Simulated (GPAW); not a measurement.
# Calculated records

```xyz
6
Lattice="4.738 0.000 0.000 0.000 4.738 0.000 0.000 0.000 3.187" Properties=species:S:1:pos:R:3 pbc="T T T" subject="A GW chain in GPAW: SnO2 (P4_2/mnm)" method="DFT, PBE, plane waves, PAW (and 1 further level or step)" program="GPAW 26.7.0" settings_of_one_run="cutoff 600 eV, GPAW PAW setups 1.2.1 data release, 4×4×4 k-mesh, nbands 105" cost="4 runs, 3.2 min in all on 4 MPI ranks of Arm Neoverse V2, shared host (the runs of this entry)" notes="The cell and positions come from the Crystallography Open Database and are kept as given unless a step says otherwise. Limits: no spin-orbit coupling. The calculation has static nuclei and no excitons; a measured gap holds zero-point and thermal motion, which mostly lowers it. Against the values above the computed gap that would widen the miss. An edge that is forbidden or weak in absorption could explain it, and so could too strong a screening: the start’s gap is only 1.31 eV, the mesh is coarse, and one shot does not repair that. Bands and cutoff are finite, so the gap is not at the basis limit. The miss can reach some tenths of an eV and take either sign; the mesh is an error of its own. The 4×4×4 mesh is coarse for this cell, which bears on the long-range parts of exchange and screening." pbe_gap="1.31 eV, direct" g0w0_gap_on_the_mesh="3.00 eV" gw_settings="4×4×4 mesh, 95 bands, screening to 70 eV, Godby-Needs plasmon pole" known_limits="not at the basis limit; no spin-orbit coupling; coarse k mesh"
Sn    0.000    0.000    0.000
Sn    2.369    2.369    1.593
O     1.455    1.455    0.000
O     0.914    3.824    1.593
O     3.283    3.283    0.000
O     3.824    0.914    1.593
```

[Paths, hosts, dates, memory and timing lines, banners, echoed tables and standing remarks are left out of the program output.]

[Logs are printed without paths, hosts, clocks, repeated set-up lines and the standing remarks that a program may print on its own settings, such as how far it seeks lower states.]

[Runs of the session that timed out or met a known fault of the program may be left out.]

[Hosts, paths, dates, database ids (printed as entryN), source tags and the programs' standing remarks are cut or masked in the printed files.]
